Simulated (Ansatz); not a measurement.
## A hypothetical structure for ScBe2

This structure for ScBe2 is made up. Its elements were placed in a known structure type with a cell scaled to their sizes. What cell does the guess relax to, and how far off was it?

Program: Ansatz 0.2.0. Level of theory: DFT, r2SCAN, plane-wave PAW, files of the set soft_1, scalar-relativistic, no spin, cell and ions relaxed at zero pressure; PAW set soft_1, in the first sound run; inputs show where later runs differ. Results are calculated unless marked as measured.

### 1. Starting point

Symmetry: Fd-3m, No. 227, cubic system. Conventional cell: a = 6.569 Å, b = 6.569 Å, c = 6.569 Å, α = 90.00°, β = 90.00°, γ = 90.00°. Nearest to Sc lie 12 Be at 2.72 Å and 4 Sc at 2.84 Å. Nearest to Be lie 6 Be at 2.32 Å and 6 Sc at 2.72 Å. Farther neighbours are not listed.

Coordinates:

```cif
data_structure
_symmetry_space_group_name_H-M 'P 1'
_symmetry_Int_Tables_number 1
_cell_length_a 4.6450
_cell_length_b 4.6450
_cell_length_c 4.6450
_cell_angle_alpha 60.000
_cell_angle_beta 60.000
_cell_angle_gamma 60.000
_cell_volume 70.87
loop_
_atom_site_label
_atom_site_type_symbol
_atom_site_fract_x
_atom_site_fract_y
_atom_site_fract_z
_atom_site_occupancy
Sc1 Sc 0.00000 0.00000 0.00000 1
Sc2 Sc 0.25000 0.25000 0.25000 1
Be3 Be 0.62500 0.62500 0.12500 1
Be4 Be 0.62500 0.12500 0.62500 1
Be5 Be 0.12500 0.62500 0.62500 1
Be6 Be 0.62500 0.62500 0.62500 1
```

### 2. Relaxing cell and atoms

The guessed cell has no reason to be at equilibrium. It is relaxed with the atoms, within the space group of the guess.

Contents of input.yaml:

```yaml
crystal:
  lattice:
    - [0.0, 3.2845, 3.2845]
    - [3.2845, 0.0, 3.2845]
    - [3.2845, 3.2845, 0.0]
  atoms:
    - { symbol: Sc, position: [0.0, 0.0, 0.0] }
    - { symbol: Sc, position: [0.25, 0.25, 0.25] }
    - { symbol: Be, position: [0.625, 0.625, 0.125] }
    - { symbol: Be, position: [0.625, 0.125, 0.625] }
    - { symbol: Be, position: [0.125, 0.625, 0.625] }
    - { symbol: Be, position: [0.625, 0.625, 0.625] }
kpoints:
  mp_grid: { grid: [7, 7, 7] }
scf:
  occupations: { method: fermi_dirac, width: 0.05 }
hamiltonian:
  xc: r2scan
  pseudopotentials: { kind: paw, azcp: { folder: soft_1 } }
relax:
  f_tol: 0.015
  max_steps: 70
  cell: {}
output:
  forces: true
  stress: true
```

Launch:

```sh
$ ansatz run input.yaml --threads 4 --pin off --max-ram 10240MiB --backend cpu --events-out ev --progress --plain --runs-dir out
```

Numbers of over 12 decimals in the logs are rounded to 6 here.

What it wrote:

```text
Engine: ansatz 0.2.0, x86_64-unknown-linux-gnu
Pseudopotentials: kind: paw
Pseudopotential: Sc, paw, valence charge 11, recommended cutoff 500 eV (meta_gga), soft_1/Sc.paw.azcp
Pseudopotential: Be, paw, valence charge 2, recommended cutoff 500 eV (meta_gga), soft_1/Be.paw.azcp
Functional definition: r2SCAN
  parameter k0 = 0.174
  parameter k1 = 0.065
  parameter a1 = 4.9479
  exchange = r2scan_x(k0 = k0, k1 = k1, a1 = a1)
  correlation = r2scan_c
Crystal: 6 atoms, lattice volume = 70.866 Å³
Basis set: ecut = 500 eV, 1807 PW (Γ), exchange–correlation on 144×144×144 points (64 copies of the dense FFT grid, shifted against one another)
Bands: 21, of which v1, the nominal top of the filled ones, is band 15 counted from 1 (14 counted from 0)
Symmetry: 48 space group operations
Space group: Fd-3m (ITA 227), of the structure as read, at distance tolerance 4.1e-5 Å
k-points: 20 of 343
Non-local potential: Sc, projectors of the file, l = 0: 3, l = 1: 2, l = 2: 3, l = 3: 1
Non-local potential: Be, projectors of the file, l = 0: 2, l = 1: 2, l = 2: 1
PAW form: soft (Blöchl's): semilocal exchange-correlation on the pseudo side does not see the compensation charge
PAW frozen core: Sc, regenerated for the run's functional (the file was generated under x = pbe(κ = 0.804, μ = 0.219515), c = pbe(β = 0.066725))
PAW frozen core: Be, regenerated for the run's functional (the file was generated under x = pbe(κ = 0.804, μ = 0.219515), c = pbe(β = 0.066725))
PAW one-centre angular grid: Sc, 590 points (default); XC on 224 Gauss nodes
PAW one-centre angular grid: Be, 302 points (default); XC on 224 Gauss nodes
Initial density: superposition of atomic densities (chi_scale 0.1, normalization cell, long waves kept (reshape's long-wave potential 0.00 eV rms))
Initial wavefunctions: pseudopotential atomic-orbital guess
Functional: x = r2scan, c = r2scan; τ floored in thin density (d = 2e-4 eV/Å³)
SCF iter   1: F=—  HF=-4655.308005 eV  |F-HF|=—  |Δ(HF+E_count)|=         —  Δρ=4.42e-2  dr2=2.87e0  dr2_τ=1.39e-1  ethr=3.10e-3  ⟨swp⟩=5.8  Hψ=2027  notcnv=0
preconditioner: auto → Kerker (q_TF=auto, 2.364 Å⁻¹)  [metal: Δε(μ)=0.071 eV  Ē_g=5.704 eV  σ=0.050 eV  W_gap=0.32  n_scr=14 (ndim 8)  ℏωp=16.5 eV  f_vac=0.000  D(μ)=2.19/eV (n_scr^D=14)]
SCF iter   2: F=—  HF=-4655.047345 eV  |F-HF|=—  |Δ(HF+E_count)|=   2.61e-1  Δρ=2.12e-2  dr2=6.93e-1  dr2_τ=9.24e-3  ethr=3.10e-3  ⟨swp⟩=3.0  Hψ=959  notcnv=0  defer=3
SCF iter   3: F=—  HF=-4654.959107 eV  |F-HF|=—  |Δ(HF+E_count)|=   8.82e-2  Δρ=5.93e-3  dr2=1.73e-2  dr2_τ=2.09e-3  ethr=2.31e-3  ⟨swp⟩=2.4  Hψ=646  notcnv=0  defer=3
SCF iter   4: F=—  HF=-4654.966089 eV  |F-HF|=—  |Δ(HF+E_count)|=   6.98e-3  Δρ=1.80e-3  dr2=4.13e-3  dr2_τ=8.03e-5  ethr=5.76e-5  ⟨swp⟩=2.0  Hψ=871  notcnv=0  defer=3
SCF iter   5: F=—  HF=-4654.966317 eV  |F-HF|=—  |Δ(HF+E_count)|=   2.28e-4  Δρ=5.30e-4  dr2=3.76e-4  dr2_τ=9.10e-6  ethr=1.38e-5  ⟨swp⟩=2.0  Hψ=667  notcnv=0  defer=3
SCF iter   6: F=—  HF=-4654.966238 eV  |F-HF|=—  |Δ(HF+E_count)|=   7.93e-5  Δρ=9.06e-5  dr2=8.37e-6  dr2_τ=5.11e-8  ethr=1.25e-6  ⟨swp⟩=2.5  Hψ=638  notcnv=0  defer=3
SCF iter   7: F=—  HF=-4654.966237 eV  |F-HF|=—  |Δ(HF+E_count)|=   7.08e-7  Δρ=2.76e-5  dr2=8.84e-7  dr2_τ=1.58e-8  ethr=2.79e-8  ⟨swp⟩=2.2  Hψ=595  notcnv=0  defer=3
SCF iter   8: F=-4654.966237 eV  HF=-4654.966237 eV  |F-HF|=1.18e-10  |Δ(HF+E_count)|=   1.50e-7  Δρ=1.61e-6  dr2=1.56e-9  dr2_τ=3.89e-11  ethr=3.33e-10  ⟨swp⟩=4.0  Hψ=1267  notcnv=0
SCF 1 converged in 8 iterations: F = -4654.966237 eV  dr2 = 1.56e-9
  greatest PAW one-centre occupation: 0.998 electrons in one spin orbital (limit 2), on the Sc atom at site 1 (counted from 0), in its partial waves of l = 0
relax step   1: F+E_penalty+E_count = -4654.96623665 eV  Δ(F+E_penalty+E_count) = +0.000e0 eV  max|allowed force component| = 1.234e-17 eV/Å  Δτ_max = 0.0000 Å  P = +9.339 GPa  Ω = 70.866 Å³  (8 SCF iters, dr2 threshold 1.00e-7 eV, accepted)
Crystal: 6 atoms, lattice volume = 79.167 Å³
Basis set: ecut = 500 eV, 1989 PW (Γ), exchange–correlation on 144×144×144 points (64 copies of the dense FFT grid, shifted against one another)
Initial density: handed on by an earlier stage of this run
Initial wavefunctions: those handed on with the density
iter 1 solved again at ethr=3.11e-4 eV; its pass at ethr=3.10e-3 eV (dr2=9.32e-2 eV) is discarded
SCF iter   1: F=—  HF=-4654.928349 eV  |F-HF|=—  |Δ(HF+E_count)|=         —  Δρ=7.23e-3  dr2=9.35e-2  dr2_τ=9.82e-2  ethr=3.11e-4  ⟨swp⟩=1.1  Hψ=2604  notcnv=0
preconditioner: auto → Kerker (q_TF=auto, 2.321 Å⁻¹)  [metal: Δε(μ)=0.075 eV  Ē_g=4.646 eV  σ=0.050 eV  W_gap=0.35  n_scr=14 (ndim 8)  ℏωp=15.6 eV  f_vac=0.000  D(μ)=2.71/eV (n_scr^D=14)]
SCF iter   2: F=—  HF=-4655.130261 eV  |F-HF|=—  |Δ(HF+E_count)|=   2.02e-1  Δρ=3.70e-3  dr2=2.86e-2  dr2_τ=3.57e-4  ethr=3.11e-4  ⟨swp⟩=2.0  Hψ=782  notcnv=0
SCF iter   3: F=—  HF=-4655.127794 eV  |F-HF|=—  |Δ(HF+E_count)|=   2.47e-3  Δρ=1.04e-3  dr2=1.41e-3  dr2_τ=1.24e-4  ethr=9.54e-5  ⟨swp⟩=2.0  Hψ=628  notcnv=0
SCF iter   4: F=—  HF=-4655.128086 eV  |F-HF|=—  |Δ(HF+E_count)|=   2.92e-4  Δρ=3.23e-4  dr2=9.00e-5  dr2_τ=2.84e-6  ethr=4.71e-6  ⟨swp⟩=2.0  Hψ=542  notcnv=0
SCF iter   5: F=—  HF=-4655.128139 eV  |F-HF|=—  |Δ(HF+E_count)|=   5.34e-5  Δρ=6.68e-5  dr2=2.32e-6  dr2_τ=1.11e-7  ethr=3.00e-7  ⟨swp⟩=2.9  Hψ=783  notcnv=0
SCF iter   6: F=-4655.128141 eV  HF=-4655.128141 eV  |F-HF|=9.33e-8  |Δ(HF+E_count)|=   1.79e-6  Δρ=1.66e-5  dr2=3.79e-7  dr2_τ=4.62e-9  ethr=2.00e-9  ⟨swp⟩=4.0  Hψ=1264  notcnv=0
SCF 2 converged in 6 iterations: F = -4655.128141 eV  dr2 = 3.79e-7
relax step   2: F+E_penalty+E_count = -4655.12814093 eV  Δ(F+E_penalty+E_count) = -1.619e-1 eV  max|allowed force component| = 4.443e-17 eV/Å  Δτ_max = 0.0000 Å  P = -2.127 GPa  Ω = 79.167 Å³  energy of the carried Pulay correction = -1.906e-3 eV  (6 SCF iters, dr2 threshold 6.00e-7 eV, accepted)
Crystal: 6 atoms, lattice volume = 77.484 Å³
iter 1 solved again at ethr=1.07e-5 eV; its pass at ethr=3.10e-3 eV (dr2=3.20e-3 eV) is discarded
SCF iter   1: F=—  HF=-4655.131305 eV  |F-HF|=—  |Δ(HF+E_count)|=         —  Δρ=1.29e-3  dr2=2.94e-3  dr2_τ=3.36e-3  ethr=1.07e-5  ⟨swp⟩=1.2  Hψ=2354  notcnv=0
preconditioner: auto → Kerker (q_TF=auto, 2.329 Å⁻¹)  [metal: Δε(μ)=0.071 eV  Ē_g=4.841 eV  σ=0.050 eV  W_gap=0.32  n_scr=14 (ndim 8)  ℏωp=15.8 eV  f_vac=0.000  D(μ)=2.41/eV (n_scr^D=14)]
SCF iter   2: F=—  HF=-4655.141020 eV  |F-HF|=—  |Δ(HF+E_count)|=   9.71e-3  Δρ=6.88e-4  dr2=9.67e-4  dr2_τ=1.07e-5  ethr=9.80e-6  ⟨swp⟩=2.0  Hψ=757  notcnv=0
SCF iter   3: F=—  HF=-4655.140938 eV  |F-HF|=—  |Δ(HF+E_count)|=   8.16e-5  Δρ=1.63e-4  dr2=2.91e-5  dr2_τ=4.21e-6  ethr=3.22e-6  ⟨swp⟩=2.0  Hψ=528  notcnv=0
SCF iter   4: F=—  HF=-4655.140944 eV  |F-HF|=—  |Δ(HF+E_count)|=   6.17e-6  Δρ=5.50e-5  dr2=2.35e-6  dr2_τ=9.48e-8  ethr=9.70e-8  ⟨swp⟩=2.0  Hψ=555  notcnv=0
SCF iter   5: F=-4655.140946 eV  HF=-4655.140946 eV  |F-HF|=1.87e-8  |Δ(HF+E_count)|=   1.56e-6  Δρ=1.19e-5  dr2=8.78e-8  dr2_τ=3.72e-9  ethr=2.00e-9  ⟨swp⟩=4.0  Hψ=1250  notcnv=0
SCF 3 converged in 5 iterations: F = -4655.140946 eV  dr2 = 8.78e-8
relax step   3: F+E_penalty+E_count = -4655.14094571 eV  Δ(F+E_penalty+E_count) = -1.280e-2 eV  max|allowed force component| = 3.123e-17 eV/Å  Δτ_max = 0.0000 Å  P = -0.212 GPa  Ω = 77.484 Å³  energy of the carried Pulay correction = -1.547e-3 eV  (5 SCF iters, dr2 threshold 6.00e-7 eV, accepted)
Crystal: 6 atoms, lattice volume = 77.310 Å³
iter 1 solved again at ethr=1.33e-7 eV; its pass at ethr=3.10e-3 eV (dr2=3.99e-5 eV) is discarded
SCF iter   1: F=—  HF=-4655.141002 eV  |F-HF|=—  |Δ(HF+E_count)|=         —  Δρ=1.44e-4  dr2=3.48e-5  dr2_τ=3.68e-5  ethr=1.33e-7  ⟨swp⟩=2.0  Hψ=2235  notcnv=0
preconditioner: auto → Kerker (q_TF=auto, 2.330 Å⁻¹)  [metal: Δε(μ)=0.074 eV  Ē_g=4.831 eV  σ=0.050 eV  W_gap=0.33  n_scr=14 (ndim 8)  ℏωp=15.8 eV  f_vac=0.000  D(μ)=2.42/eV (n_scr^D=14)]
SCF iter   2: F=—  HF=-4655.141102 eV  |F-HF|=—  |Δ(HF+E_count)|=   1.00e-4  Δρ=7.44e-5  dr2=1.11e-5  dr2_τ=1.27e-7  ethr=1.16e-7  ⟨swp⟩=2.0  Hψ=697  notcnv=0
SCF iter   3: F=—  HF=-4655.141101 eV  |F-HF|=—  |Δ(HF+E_count)|=   7.79e-7  Δρ=1.97e-5  dr2=4.14e-7  dr2_τ=4.77e-8  ethr=3.71e-8  ⟨swp⟩=2.0  Hψ=519  notcnv=0
SCF iter   4: F=-4655.141101 eV  HF=-4655.141101 eV  |F-HF|=1.71e-8  |Δ(HF+E_count)|=   1.23e-7  Δρ=6.44e-6  dr2=3.39e-8  dr2_τ=1.27e-9  ethr=3.76e-10  ⟨swp⟩=4.0  Hψ=1242  notcnv=0
SCF 4 converged in 4 iterations: F = -4655.141101 eV  dr2 = 3.39e-8
relax step   4: F+E_penalty+E_count = -4655.14110123 eV  Δ(F+E_penalty+E_count) = -1.555e-4 eV  max|allowed force component| = 4.713e-17 eV/Å  Δτ_max = 0.0000 Å  P = -0.005 GPa  Ω = 77.310 Å³  energy of the carried Pulay correction = -1.509e-3 eV  (4 SCF iters, dr2 threshold 1.13e-7 eV, accepted)
Initial wavefunctions: pseudopotential atomic-orbital guess (no wavefunctions were taken with the density)
iter 1 solved again at ethr=6.02e-8 eV; its pass at ethr=3.10e-3 eV (dr2=1.81e-5 eV) is discarded
SCF iter   1: F=—  HF=-4655.142663 eV  |F-HF|=—  |Δ(HF+E_count)|=         —  Δρ=1.66e-4  dr2=1.66e-6  dr2_τ=1.38e-5  ethr=6.02e-8  ⟨swp⟩=2.0  Hψ=2846  notcnv=0
preconditioner: auto → Kerker (q_TF=auto, 2.330 Å⁻¹)  [metal: Δε(μ)=0.075 eV  Ē_g=4.828 eV  σ=0.050 eV  W_gap=0.33  n_scr=14 (ndim 8)  ℏωp=15.8 eV  f_vac=0.000  D(μ)=2.43/eV (n_scr^D=14)]
SCF iter   2: F=—  HF=-4655.142694 eV  |F-HF|=—  |Δ(HF+E_count)|=   3.10e-5  Δρ=8.68e-5  dr2=4.80e-7  dr2_τ=1.17e-6  ethr=5.53e-9  ⟨swp⟩=2.0  Hψ=687  notcnv=0
SCF iter   3: F=—  HF=-4655.142704 eV  |F-HF|=—  |Δ(HF+E_count)|=   1.04e-5  Δρ=7.37e-6  dr2=1.68e-8  dr2_τ=8.95e-9  ethr=1.60e-9  ⟨swp⟩=2.0  Hψ=744  notcnv=0
SCF iter   4: F=—  HF=-4655.142704 eV  |F-HF|=—  |Δ(HF+E_count)|=   4.38e-8  Δρ=2.29e-6  dr2=5.31e-9  dr2_τ=2.57e-10  ethr=5.61e-11  ⟨swp⟩=2.0  Hψ=721  notcnv=0
SCF iter   5: F=—  HF=-4655.142704 eV  |F-HF|=—  |Δ(HF+E_count)|=   3.14e-9  Δρ=8.38e-7  dr2=8.15e-10  dr2_τ=2.05e-11  ethr=1.77e-11  ⟨swp⟩=2.1  Hψ=586  notcnv=0
SCF iter   6: F=-4655.142704 eV  HF=-4655.142704 eV  |F-HF|=2.09e-11  |Δ(HF+E_count)|=  3.75e-10  Δρ=1.46e-7  dr2=1.06e-11  dr2_τ=1.77e-12  ethr=1.00e-12  ⟨swp⟩=3.0  Hψ=1465  notcnv=0
SCF 5 converged in 6 iterations: F = -4655.142704 eV  dr2 = 1.06e-11
relax step   5: F+E_penalty+E_count = -4655.14270411 eV  Δ(F+E_penalty+E_count) = -1.603e-3 eV  max|allowed force component| = 3.469e-17 eV/Å  Δτ_max = 0.0000 Å  P = -0.000 GPa  Ω = 77.310 Å³  stress off target by 1.74e-4 GPa  SCF on the basis re-selected at this cell (its energy is not comparable with the rows above)  (6 SCF iters)
basis re-selected at this cell: Δ(F+E_penalty+E_count) = -1.603e-3 eV, ΔP = +0.004 GPa vs the last step (what re-selecting the basis moved, of the pressure what is left beyond the Pulay correction that the steps carried, after the strain that the cell walked since its last selection, with what the two solves' SCF thresholds leave and, on support functions, any second-order correction that the steps lacked; it is no m [...]
SCF converged after 6 iterations
Free energy (F): -4655.142704 eV
Harris-Foulkes:  -4655.142704 eV  (|F-HF|=2.09e-11)
Internal energy: -4655.122108 eV  (E = F + TS)
E sigma→0 (E₀):  -4655.132406 eV
Entropy (-TS):   -0.020596 eV (-3.433 meV/atom)
Fermi energy:    8.928600 eV
--- Per-component energies (eV) ---
  E_band       = -326.517707
  E_kinetic    = 494.463599
  E_local      = -1862.122198  (includes V_loc(G=0)·N_el)
  E_nonlocal   = 298.566571
  E_hartree    = 702.994498
  E_xc         = -239.529019
  E_vxc        = -315.195362  (∫ρ·V_xc dr)
  E_paw        = -2240.653565  (= ΣΔE_a)
  E_vpaw       = -366.202922  (= ΣTr[D̂ρ^β])
  E_aug_tail   = -0.000001  (compensation charges beyond the density's cutoff)
  E_vtau       = 17.983644  (kinetic-family band-sum trace: ∫τ·v_τ [+ j·A + Jᵃ·Aᵃ] dr)
  E_ewald      = -1808.316903
  E_core_change = -0.525091  (= ΣΔE_core)
  E_smearing   = -0.020596  (= −TS)
  E_closure    = -0.000000  (closes the sum)
  Σ components = -4655.142704   (vs F -4655.142704, Δ=0.00e0)
--- Forces (eV/Å), atoms counted from 1 ---
  atom   1  Sc    -0.00000000    -0.00000000    -0.00000000
  atom   2  Sc     0.00000000     0.00000000     0.00000000
  atom   3  Be     0.00000000    -0.00000000     0.00000000
  atom   4  Be     0.00000000    -0.00000000    -0.00000000
  atom   5  Be     0.00000000    -0.00000000     0.00000000
  atom   6  Be     0.00000000    -0.00000000    -0.00000000
  max |Σ_I F_I| component: 7.91e-18 eV/Å
--- Stress (GPa, compression-positive) ---
       -0.000174      -0.000000      -0.000000
       -0.000000      -0.000174       0.000000
       -0.000000      -0.000000      -0.000174
  P = ⅓ Tr σ = -0.0002 GPa (-0.002 kbar)
--- Relaxed structure (4 steps of the walk, 4 accepted, 1 SCFs on fresh bases) ---
  F+E_penalty+E_count = -4655.14270411 eV   max|allowed force component| = 3.469e-17 eV/Å   (the final SCF, on the basis selected at the relaxed cell)
  cell:  # Å, volume = 77.3104 Å³
    - [0, 3.381188, 3.381188]
    - [3.381188, 0, 3.381188]
    - [3.381188, 3.381188, 0]
  atoms:
    - { symbol: Sc, position: [0, 0, 0] }
    - { symbol: Sc, position: [0.250000, 0.250000, 0.250000] }
    - { symbol: Be, position: [0.625000, 0.625000, 0.125] }
    - { symbol: Be, position: [0.625000, 0.125, 0.625000] }
    - { symbol: Be, position: [0.125, 0.625000, 0.625000] }
    - { symbol: Be, position: [0.625000, 0.625000, 0.625000] }
```

Run time: 15 s. Hardware: 4 threads of Intel Xeon Platinum 8488C (Sapphire Rapids), shared host; peak memory 0.68 GiB.

Relaxation path:

```
step  energy less that of the first step (eV)  largest force component (eV/Å)  pressure (GPa)  volume (Å³)
   1                                   0.0000                          0.0000            9.34        70.87
   2                                  -0.1619                          0.0000           -2.13        79.17
   3                                  -0.1747                          0.0000           -0.21        77.48
   4                                  -0.1749                          0.0000            0.00        77.31
  5*                                  -0.1765                          0.0000            0.00        77.31
```

Relaxation steps marked * repeat the geometry before them on a plane-wave basis chosen anew for their cell, so energy and pressure can jump there.

The run keeps the 48 symmetry operations that it works with, so distortions that break them were not tested.

| conventional cell, symmetrised | before | after | change |
| --- | --- | --- | --- |
| a (Å) | 6.569 | 6.762 | +2.9 % |
| b (Å) | 6.569 | 6.762 | +2.9 % |
| c (Å) | 6.569 | 6.762 | +2.9 % |
| volume (Å³/atom) | 11.81 | 12.89 | +9.1 % |

Final coordinates:

```cif
data_structure
_symmetry_space_group_name_H-M 'P 1'
_symmetry_Int_Tables_number 1
_cell_length_a 4.7817
_cell_length_b 4.7817
_cell_length_c 4.7817
_cell_angle_alpha 60.000
_cell_angle_beta 60.000
_cell_angle_gamma 60.000
_cell_volume 77.31
loop_
_atom_site_label
_atom_site_type_symbol
_atom_site_fract_x
_atom_site_fract_y
_atom_site_fract_z
_atom_site_occupancy
Sc1 Sc 0.00000 0.00000 0.00000 1
Sc2 Sc 0.25000 0.25000 0.25000 1
Be3 Be 0.62500 0.62500 0.12500 1
Be4 Be 0.62500 0.12500 0.62500 1
Be5 Be 0.12500 0.62500 0.62500 1
Be6 Be 0.62500 0.62500 0.62500 1
```

Numbers from this step:

```
free energy             : -4655.1427 eV
energy at zero smearing : -4655.1324 eV
smearing term TS        : 0.02060 eV
Fermi energy            : 8.929 eV
electrons               : 30
symmetry operations     : 48
pressure                : -1.74e-4 GPa
```

Shortest distances by pair of elements, guess and relaxed (not always the same contact):

```
 pair  guess (Å)  relaxed (Å)
Be–Be      2.322        2.391
Be–Sc      2.723        2.804
Sc–Sc      2.844        2.928
```

The relaxation ends with a pressure of 0.00 GPa.

(Continued in part 2 of 2.)

[Logs are printed without paths, hosts, clocks, repeated set-up lines and the standing remarks that a program may print on its own settings, such as how far it seeks lower states.]

[Hosts, paths, dates, database ids (printed as entryN), source tags and the programs' standing remarks are cut or masked in the printed files.]
